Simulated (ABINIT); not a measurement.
# InBiTe3 (Pm-3m): zone-centre phonons

Aim: the zone-centre modes of InBiTe3 (Pm-3m).

Method: DFT LDA, scalar-relativistic, plane waves, HGH norm-conserving pseudopotentials, in ABINIT 10.8.3.

Most raw output is cut from this account.

The structure was built from a prototype and need not be the compound's stable phase.

## (1) The starting structure

Symmetry: Pm-3m, No. 221, cubic system. Conventional cell: a = 5.839 Å, b = 5.839 Å, c = 5.839 Å, α = 90.00°, β = 90.00°, γ = 90.00°. Bi has 12 Te at 4.13 Å nearest. Nearest to In lie 6 Te at 2.92 Å. Te has 2 In at 2.92 Å nearest. Farther neighbours and most contacts between anions are not listed.

## (2) A first look

A first run with smearing and empty bands tells whether the crystal has a gap, which decides between fixed occupations and smearing later on.

Contents of probe.abi:

```
# ground state
tolvrs 1.0d-08
prtden 1
prtwf 1

# basis, mesh and filling
ecut 20.0
ixc 7
ngkpt 4 4 4
nshiftk 1
shiftk 0.0 0.0 0.0
istwfk *1
occopt 7
tsmear 0.005
nband 20
nstep 100
diemac 9.0
prtebands 0
prtgsr 0

# cell and atoms
acell 3*1.0 Angstrom
rprim 
    5.8394 0.0 0.0
    0.0 5.8394 0.0
    0.0 0.0 5.8394
ntypat 3
znucl 83 49 52
natom 5
typat 1 2 3 3 3
xred 
    0.0 0.0 0.0
    0.5 0.5 0.5
    0.5 0.5 0.0
    0.5 0.0 0.5
    0.0 0.5 0.5
pp_dirpath "./pseudo"
pseudos "Bi.hgh, In.hgh, Te.hgh"
```

Launch:

```
> OMP_NUM_THREADS=1 mpirun -n 4 abinit probe.abi > probe.log
```

Elapsed: 12 s, on 4 MPI ranks of Arm Neoverse V2, shared host; 48 s of CPU time.

Numbers from this step:

```yaml
volume_per_atom: 39.82 Å³
pressure: -5.979 GPa
gap_on_the_k_mesh: 0 eV
```

No gap opens on this mesh, so smearing is kept; the printed pressure holds the stress of the finite basis too.

## (3) Rough relaxation

The typed start is rough, so a first relaxation with smearing and loose thresholds takes it towards rest cheaply.

Contents of prerelax.abi:

```
# relaxation
ionmov 2
optcell 2
dilatmx 1.15
chkdilatmx 0
ntime 40
tolmxf 3.0d-04
tolvrs 1.0d-10
prtwf 0
prtden 0
chksymtnons 0

# basis, mesh and filling
ecut 21.0
ecutsm 3.0
ixc 7
ngkpt 4 4 4
nshiftk 1
shiftk 0.0 0.0 0.0
istwfk *1
occopt 7
tsmear 0.005
nband 20
nstep 100
diemac 1000000.0
prtebands 0
prtgsr 0

# cell and atoms
acell 3*1.0 Angstrom
rprim 
    5.8394 0.0 0.0
    0.0 5.8394 0.0
    0.0 0.0 5.8394
ntypat 3
znucl 83 49 52
natom 5
typat 1 2 3 3 3
xred 
    0.0 0.0 0.0
    0.5 0.5 0.5
    0.5 0.5 0.0
    0.5 0.0 0.5
    0.0 0.5 0.5
pp_dirpath "./pseudo"
pseudos "Bi.hgh, In.hgh, Te.hgh"
```

Launch:

```
> OMP_NUM_THREADS=1 mpirun -n 4 abinit prerelax.abi > prerelax.log
```

The job ended after 1.7 min (4 MPI ranks).

Step by step:

| step | energy less that of the first step (eV) | largest force (eV/Å) | volume (Å³) |
| --- | --- | --- | --- |
| 1 | 0.0000 | 0.0000 | 199.12 |
| 2 | -0.1284 | 0.0000 | 195.55 |
| 3 | -0.6061 | 0.0000 | 144.76 |
| 4 | -0.8533 | 0.0000 | 166.15 |
| 5 | -0.8795 | 0.0000 | 161.34 |
| 6 | -0.8801 | 0.0000 | 160.49 |

| conventional cell, symmetrised | before | after | change |
| --- | --- | --- | --- |
| a (Å) | 5.839 | 5.434 | -6.9 % |
| b (Å) | 5.839 | 5.434 | -6.9 % |
| c (Å) | 5.839 | 5.434 | -6.9 % |
| volume (Å³/atom) | 39.82 | 32.10 | -19.4 % |

Final coordinates:

```cif
data_structure
_symmetry_space_group_name_H-M 'P 1'
_symmetry_Int_Tables_number 1
_cell_length_a 5.4344
_cell_length_b 5.4344
_cell_length_c 5.4344
_cell_angle_alpha 90.000
_cell_angle_beta 90.000
_cell_angle_gamma 90.000
_cell_volume 160.49
loop_
_atom_site_label
_atom_site_type_symbol
_atom_site_fract_x
_atom_site_fract_y
_atom_site_fract_z
_atom_site_occupancy
Bi1 Bi 0.00000 0.00000 0.00000 1
In2 In 0.50000 0.50000 0.50000 1
Te3 Te 0.50000 0.50000 0.00000 1
Te4 Te 0.50000 0.00000 0.50000 1
Te5 Te 0.00000 0.50000 0.50000 1
```

Read from the output:

```yaml
volume_per_atom: 32.10 Å³
pressure: 0.01288 GPa
```

The volume changes by -19.4 % in this run and stands -19.4 % from the first cell.

## (4) Rough relaxation

The cell changed much, so the rough relaxation is repeated on a basis made for the new cell.

prerelax.abi, as its differences from that of step 3:

```diff
@@ -31,5 +31,5 @@
 rprim 
-    5.8394 0.0 0.0
-    0.0 5.8394 0.0
-    0.0 0.0 5.8394
+    5.434387777 0.0 0.0
+    0.0 5.434387777 0.0
+    0.0 0.0 5.434387777
 ntypat 3
```

Run time: 15 s. Hardware: 4 MPI ranks.

Little changed from the start: no atom moved by 0.005 Å and no cell edge by 0.1 %.

The volume changes by +0.0 % in this run and stands -19.4 % from the first cell.

## (5) Relaxing the cell and atoms

The harmonic expansion needs vanishing forces, and a free crystal bears no stress, so cell and atoms are brought to rest. Stress is more sensitive to the basis than forces are: the last 3 Ha under the cutoff are smoothed with ecutsm, and the cutoff is raised above that of the later runs.

Contents of relax.abi:

```
# relaxation
ionmov 2
optcell 2
dilatmx 1.08
ntime 40
tolmxf 1.0d-05
tolvrs 1.0d-14
prtwf 0
prtden 0
chksymtnons 0

# basis, mesh and filling
ecut 26.0
ecutsm 3.0
ixc 7
ngkpt 4 4 4
nshiftk 1
shiftk 0.0 0.0 0.0
istwfk *1
occopt 6
tsmear 0.01
nband 20
nstep 100
diemac 1000000.0
prtebands 0
prtgsr 0

# cell and atoms
acell 3*1.0 Angstrom
rprim 
    5.434387781 0.0 0.0
    0.0 5.434387781 0.0
    0.0 0.0 5.434387781
ntypat 3
znucl 83 49 52
natom 5
typat 1 2 3 3 3
xred 
    0.0 0.0 0.0
    0.5 0.5 0.5
    0.5 0.5 0.0
    0.5 0.0 0.5
    0.0 0.5 0.5
pp_dirpath "./pseudo"
pseudos "Bi.hgh, In.hgh, Te.hgh"
```

Launch:

```
> OMP_NUM_THREADS=1 mpirun -n 4 abinit relax.abi > relax.log
```

Elapsed: 50 s, on 4 MPI ranks.

Little changed from the start: no atom moved by 0.005 Å and no cell edge by 0.1 %.

This step gave:

| Quantity | Value |
| --- | --- |
| volume per atom | 32.08 Å³ |
| pressure | 2.60e-5 GPa |

The volume changes by -0.1 % in this run and stands -19.4 % from the first cell.

## (6) Self-consistent run for the response

The response is built on these wavefunctions, so the potential is converged far more tightly than an energy would need. Smearing stays on, as the first look found no gap above 0.3 eV.

Contents of gs.abi:

```
# ground state
tolvrs 1.0d-16
prtden 1
prtwf 1

# basis, mesh and filling
ecut 20.0
ixc 7
ngkpt 4 4 4
nshiftk 1
shiftk 0.0 0.0 0.0
istwfk *1
occopt 6
tsmear 0.01
nband 20
nstep 100
diemac 1000000.0
prtebands 0
prtgsr 0

# cell and atoms
acell 3*1.0 Angstrom
rprim 
    5.433245725 0.0 0.0
    0.0 5.433245725 0.0
    0.0 0.0 5.433245725
ntypat 3
znucl 83 49 52
natom 5
typat 1 2 3 3 3
xred 
    0.0 0.0 0.0
    0.5 0.5 0.5
    0.5 0.5 0.0
    0.5 0.0 0.5
    0.0 0.5 0.5
pp_dirpath "./pseudo"
pseudos "Bi.hgh, In.hgh, Te.hgh"
```

Launch:

```
> OMP_NUM_THREADS=1 mpirun -n 4 abinit gs.abi > gs.log
```

The job ended after 13 s (4 MPI ranks).

Numbers from this step:

```
pressure : -0.1113 GPa
```

The cell stands at -0.11 GPa: the relaxation ran with a smoothed and higher cutoff, and the difference is a stress of the finite basis.

## (7) Zone-centre response

At q = 0 one unit cell holds all displacements. The response is solved for single atoms along the cell's directions, and symmetry skips those that follow from others. The crystal is treated as a metal, which screens a static field, so no field response is asked.

Contents of dfpt_gamma.abi:

```

# common to the responses
getwfk_filepath "gso_WFK"
kptopt 2
nqpt 1
qpt 0.0 0.0 0.0
asr 0
chneut 0

# displacements
rfphon 1
rfatpol 1 5
rfdir 1 1 1
tolvrs 1.0d-10
prtwf 0

# basis, mesh and filling
ecut 20.0
ixc 7
ngkpt 4 4 4
nshiftk 1
shiftk 0.0 0.0 0.0
istwfk *1
occopt 6
tsmear 0.01
nband 20
nstep 100
diemac 1000000.0
prtebands 0
prtgsr 0

# cell and atoms
acell 3*1.0 Angstrom
rprim 
    5.433245725 0.0 0.0
    0.0 5.433245725 0.0
    0.0 0.0 5.433245725
ntypat 3
znucl 83 49 52
natom 5
typat 1 2 3 3 3
xred 
    0.0 0.0 0.0
    0.5 0.5 0.5
    0.5 0.5 0.0
    0.5 0.0 0.5
    0.0 0.5 0.5
pp_dirpath "./pseudo"
pseudos "Bi.hgh, In.hgh, Te.hgh"
```

Launch:

```
> OMP_NUM_THREADS=1 mpirun -n 4 abinit dfpt_gamma.abi > dfpt_gamma.log
```

It took 80 s on 4 MPI ranks.

Numbers from this step:

| Quantity | Value |
| --- | --- |
| largest acoustic frequency at the zone centre before the sum rule | -2.85 cm⁻¹ |
| highest optical zone-centre mode (no LO-TO term) | 196.0 cm⁻¹ |
| lowest optical zone-centre mode | -88.29 cm⁻¹ |

The acoustic modes at Γ come out as far as 2.9 cm⁻¹ from zero, where they should vanish, a small numerical error. The lowest optical mode is imaginary, 88i cm⁻¹, an instability at this level and on this k mesh.

## (8) Zone-centre analysis

anaddb reads the merged derivatives and imposes the acoustic sum rule.

Contents of anaddb.abi:

```
ddb_filepath "gamma_DDB"
output_file "anaddb.abo"
outdata_prefix "anaddb"
asr 1
chneut 1
enunit 2
eivec 1
nph1l 1
qph1l 0.0 0.0 0.0 1.0
```

Contents of mrgddb.in:

```
gamma_DDB
merged
2
dfpt_gammao_DDB
gso_DDB
```

Launch:

```
> mrgddb < mrgddb.in > mrgddb.log
> OMP_NUM_THREADS=1 anaddb anaddb.abi > anaddb.log
```

Elapsed: 0.52 s, on 1 thread.

Read from the output:

```yaml
highest_optical_zone_centre_mode_no_lo_to_term: 196.1 cm⁻¹
lowest_optical_zone_centre_mode: -88.23 cm⁻¹
```

No LO-TO term; unit eigenvectors of the mass-weighted matrix, from anaddb's displacements. The modes at Γ (shares of kinetic energy by element, %) (negative means imaginary):

| mode | frequency (cm⁻¹) | symmetry | Bi % | In % | Te % |
| --- | --- | --- | --- | --- | --- |
| 1 | -88.2 | T1u | 43 | 3 | 53 |
| 2 | -88.2 | T1u | 43 | 3 | 53 |
| 3 | -88.2 | T1u | 43 | 3 | 53 |
| 4 | -70.1 | T2u | 0 | 0 | 100 |
| 5 | -70.1 | T2u | 0 | 0 | 100 |
| 6 | -70.1 | T2u | 0 | 0 | 100 |
| 7 | -40.3 | T1u | 27 | 44 | 29 |
| 8 | -40.3 | T1u | 27 | 44 | 29 |
| 9 | -40.3 | T1u | 27 | 44 | 29 |
| 10 | 0.0 | acoustic | 30 | 16 | 54 |
| 11 | 0.0 | acoustic | 30 | 16 | 54 |
| 12 | 0.0 | acoustic | 30 | 16 | 54 |
| 13 | 196.1 | T1u | 0 | 37 | 63 |
| 14 | 196.1 | T1u | 0 | 37 | 63 |
| 15 | 196.1 | T1u | 0 | 37 | 63 |

Displacements in mode 1 (-88.2 cm⁻¹), the largest set to 1:
```
Bi1  0.00  0.00 -0.99
In2  0.00  0.00 -0.38
Te3  0.00  0.00 -0.03
Te4  0.00  0.00  1.00
Te5  0.00  0.00  1.00
```

Displacements in mode 4 (-70.1 cm⁻¹), the largest set to 1:
```
Bi1  0.00  0.00  0.00
In2  0.00  0.00  0.00
Te3  0.00  0.00  0.00
Te4  0.00  0.00 -1.00
Te5  0.00  0.00  1.00
```

The rule moves no optical mode by more than 0.2 cm⁻¹.

## (9) Summary of results

```
space group after relaxation                                           : Pm-3m
volume per atom                                                        : 32.1 Å³
highest optical zone-centre mode (no LO-TO term)                       : 196.1 cm⁻¹
lowest optical zone-centre mode                                        : -88.2 cm⁻¹
imaginary optical modes at the zone centre (no q mesh in this session) : yes
```

What this shows: At the LDA level the optical modes of InBiTe3 (Pm-3m) at the zone centre run from 88i to 196 cm⁻¹, so the structure is a saddle point, with 9 modes beyond 10i cm⁻¹ there. These are harmonic frequencies at zero temperature: anharmonic shifts and linewidths and thermal expansion are left out. Spin-orbit coupling is left out, which can matter for the heavy elements here. The HGH files keep few electrons and have no core correction, which is cheap but rough for Bi and In. In a metal the frequencies hang on the k mesh and the smearing, most of all near Kohn anomalies. The structure is a hypothetical one, built on a prototype.

[Host names and launcher messages were left out of these logs when they were recorded.]

[Logs are printed without paths, hosts, clocks, repeated set-up lines and the standing remarks that a program may print on its own settings, such as how far it seeks lower states.]

[Hosts, paths, dates, database ids (printed as entryN), source tags and the programs' standing remarks are cut or masked in the printed files.]
